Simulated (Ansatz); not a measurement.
# NaB in C2/c, a phase reached by a soft mode: a soft mode frozen in, part 3 of 3

Wanted: the energy along a soft mode of NaB in C2/c, a phase reached by a soft mode and the structure at the end.

Ansatz 0.2.0; DFT PBEsol, scalar-relativistic, plane waves, PAW; PAW set soft_1.

So far. Step 5 (Energy along the mode, all amplitudes (two of the runs …): The lowest of the steps tried is at 0.32 Å, 12.8 meV/atom below the parent; the bottom of the well need not coincide with a step. Step 7 (The new phase in its own primitive cell): The largest force component left is 0.44 meV/Å and the pressure is -0.001 GPa, within the tolerances set. The cell now holds 18.01 Å³/atom.

### 8. Modes of the new phase

A relaxed structure may still be a saddle point, so its zone-centre modes are computed. No field response is asked, since the mesh shows no gap.

The input, input.yaml:

```yaml
crystal:
  lattice:
    - [3.2508739924, -7.5096947704, -0.0059556671]
    - [3.2508739924, 7.5096947704, -0.0059556671]
    - [-1.3137922793, 0.0, 2.9530890664]
  atoms:
    - { symbol: Na, position: [0.6012748011, 0.3987251989, 0.75] }
    - { symbol: Na, position: [0.8250086862, 0.1749913138, 0.25] }
    - { symbol: Na, position: [0.1749913138, 0.8250086862, 0.75] }
    - { symbol: Na, position: [0.3987251989, 0.6012748011, 0.25] }
    - { symbol: B, position: [0.1371074057, 0.1336497501, 0.2358462008] }
    - { symbol: B, position: [0.1336497501, 0.1371074057, 0.7358462008] }
    - { symbol: B, position: [0.8663502499, 0.8628925943, 0.2641537992] }
    - { symbol: B, position: [0.8628925943, 0.8663502499, 0.7641537992] }
kpoints:
  mp_grid: { grid: [6, 6, 12] }
hamiltonian:
  xc: pbesol
  pseudopotentials: { kind: paw, azcp: { folder: soft_1 }, xc_functional: pbe }
scf:
  occupations: { method: methfessel_paxton, width: 0.2 }
output:
  eigenvalues: true
phonons:
  method: dfpt
```

Command:

```console
$ ansatz run input.yaml --threads 4 --pin off --max-ram 10240MiB --backend cpu --events-out ev --progress --plain --runs-dir out
```

Numbers of over 12 decimals in the logs are rounded to 6 here.

Output:

```text
[...]
Crystal: 8 atoms, lattice volume = 144.070 Å³
Basis set: ecut = 420 eV, 2805 PW (Γ), exchange–correlation on 120×120×48 points (8 copies of the dense FFT grid, shifted against one another)
Bands: 32, of which v1, the nominal top of the filled ones, is band 24 counted from 1 (23 counted from 0)
Symmetry: 4 space group operations
k-points: 220 of 432 (irreducible under 1 space group operation, time reversal used)
[...]
SCF iter   1: F=—  HF=-6514.285048 eV  |F-HF|=—  |Δ(HF+E_count)|=         —  Δρ=4.08e-2  dr2=3.58e0  ethr=3.10e-3  ⟨swp⟩=6.1  Hψ=29918  notcnv=0
[...]
SCF iter  13: F=-6513.208801 eV  HF=-6513.208801 eV  |F-HF|=2.73e-12  |Δ(HF+E_count)|=  3.82e-11  S|Δr|=    0.00e0  Δρ=5.32e-8  dr2=6.52e-12  ethr=1.00e-12  ⟨swp⟩=13.9  Hψ=44261  notcnv=0
SCF 1 converged in 13 iterations: F = -6513.208801 eV  dr2 = 6.52e-12
[...]
SCF converged after 13 iterations
[...]
Free energy (F): -6513.208801 eV
[...]
Internal energy: -6513.212283 eV  (E = F + TS)
E sigma→0 (E₀):  -6513.209671 eV
Entropy (-TS):   0.003482 eV (0.435 meV/atom)
Fermi energy:    4.216102 eV
[...]
--- Band table (eV; the first three rows and the last of 220) ---
  k-point 0: bands = [... 20 lower, -1.2879, -1.1140, 1.8131, 2.9060, 4.8130, 6.3105, 6.9306, 7.4724, ... 4 higher]
  k-point 1: bands = [... 20 lower, -0.9714, -0.5312, 1.9287, 2.9373, 4.9728, 6.1932, 7.2806, 7.3500, ... 4 higher]
  k-point 2: bands = [... 20 lower, -0.5581, -0.1104, 2.2739, 3.0644, 5.3829, 6.1874, 7.1487, 7.7930, ... 4 higher]
  k-point 219: bands = [... 20 lower, 1.9383, 1.9383, 3.1416, 3.1416, 5.3031, 5.3031, 6.3117, 6.3117, ... 4 higher]
[...]
ASR residual: 4.419e-5 → 0.000e0 eV/Å²; symmetrization residual: 3.502e-6 eV/Å²
[...]
```

It took 4.2 min on 4 threads of Arm Neoverse V2, shared host; peak memory 3 GiB; 16 min of CPU time.

This step gave:

```
sum-rule residual before enforcement                    : 4.42e-5 eV/Å²
highest optical mode at the zone centre (no LO-TO term) : 1290 cm⁻¹
lowest optical zone-centre mode                         : 30.79 cm⁻¹
```

Patterns of degenerate modes are one choice out of their space. The modes at Γ (shares of kinetic energy by element, %):

| mode | frequency (cm⁻¹) | symmetry | Na % | B % |
| --- | --- | --- | --- | --- |
| 1 | 0.0 | acoustic | 68 | 32 |
| 2 | 0.0 | acoustic | 68 | 32 |
| 3 | 0.0 | acoustic | 68 | 32 |
| 4 | 30.8 | Bu | 35 | 65 |
| 5 | 33.9 | Bg | 100 | 0 |
| 6 | 54.3 | Bu | 95 | 5 |
| 7 | 61.8 | Bg | 100 | 0 |
| 8 | 105.6 | Bg | 100 | 0 |
| 9 | 123.3 | Bu | 70 | 30 |
| 10 | 136.3 | Au | 92 | 8 |
| 11 | 141.4 | Ag | 99 | 1 |
| 12 | 159.4 | Bg | 41 | 59 |
| 13 | 167.6 | Ag | 99 | 1 |
| 14 | 201.1 | Bg | 60 | 40 |
| 15 | 212.1 | Au | 40 | 60 |
| 16 | 230.8 | Bu | 61 | 39 |
| 17 | 350.6 | Ag | 1 | 99 |
| 18 | 353.5 | Bu | 2 | 98 |
| 19 | 566.5 | Au | 0 | 100 |
| 20 | 568.4 | Bg | 0 | 100 |
| 21 | 603.7 | Ag | 0 | 100 |
| 22 | 690.7 | Ag | 0 | 100 |
| 23 | 1288.7 | Au | 0 | 100 |
| 24 | 1289.8 | Bg | 0 | 100 |

Displacements in mode 4 (30.8 cm⁻¹), the largest set to 1:
```
Na1  0.32  0.00 -0.67
Na2  0.15  0.00 -0.27
Na3  0.15  0.00 -0.27
Na4  0.32  0.00 -0.67
B5  -0.50  0.07  1.00
B6  -0.50 -0.07  1.00
B7  -0.50 -0.07  1.00
B8  -0.50  0.07  1.00
```

Displacements in mode 21 (603.7 cm⁻¹), the largest set to 1:
```
Na1  0.00  0.00  0.00
Na2  0.00  0.00  0.00
Na3  0.00  0.00  0.00
Na4  0.00  0.00  0.00
B5   0.48  0.03 -1.00
B6   0.48 -0.03 -1.00
B7  -0.48  0.03  1.00
B8  -0.48 -0.03  1.00
```

Before it was imposed, the acoustic sum rule was missed by 4.4e-5 eV/Å². Small misses are needed for a sound result but don't prove that mesh and cutoff are converged. The lowest optical mode is real, 30.8 cm⁻¹.

### 9. The phases reached

The phases reached along the modes that were followed are set side by side.

Energies are those of the first relaxation, on the mesh of the frozen mode; space group, volume and gap are those of the last relaxation. Phases, by row:

| mode frozen in | space group | energy from parent (meV/atom) | volume (Å³/atom) | gap on mesh (eV) | lowest zone-centre optical mode (cm⁻¹) | largest shift (Å) |
| --- | --- | --- | --- | --- | --- | --- |
| parent | C2/c | 0 | 15.79 | 0 | – | – |
| q = (0, 0, 0), 93i cm⁻¹ | C2/c | -113.1 | 18.01 | 0 | 30.8 | 1.054 |

### 10. Results

```
unstable mode of the parent                                                      : q = (0, 0, 0), 93i cm⁻¹
depth at the lowest point sampled                                                : 12.8 meV/atom
largest atomic shift at that point                                               : 0.32 Å
space group reached (within 0.01 Å)                                              : C2/c
energy gained over the parent (first relaxation, on the mesh of the frozen mode) : 113 meV/atom
volume per atom, phase reached                                                   : 18.0 Å³
lowest optical zone-centre mode, phase reached                                   : 30.8 cm⁻¹
highest optical mode at the zone centre (no LO-TO term), phase reached           : 1290 cm⁻¹
```

What this shows: Along this mode the structure falls into C2/c, 113 meV/atom below the parent. At the parent's cell the well is 12.83 meV/atom deep on the steps tried, with its lowest point at a shift of 0.32 Å. Relaxing atoms and cell changes the gain by +100.28 meV/atom against the lowest step (energies at zero smearing). Most of the total comes from this relaxation. The end point has the space group of the parent. The new phase has no imaginary mode at the zone centre of its cell; other wavevectors were not checked. Each path keeps the symmetry of its pattern, so a lower phase may lie along a pattern not tried. With no gap, or one that is small against the smearing, the frequencies hang on the k mesh and the smearing, most of all near Kohn anomalies. The PAW files were made for PBE and serve the other functionals too.

[Logs are printed without paths, hosts, clocks, repeated set-up lines and the standing remarks that a program may print on its own settings, such as how far it seeks lower states.]

[Hosts, paths, dates, database ids (printed as entryN), source tags and the programs' standing remarks are cut or masked in the printed files.]
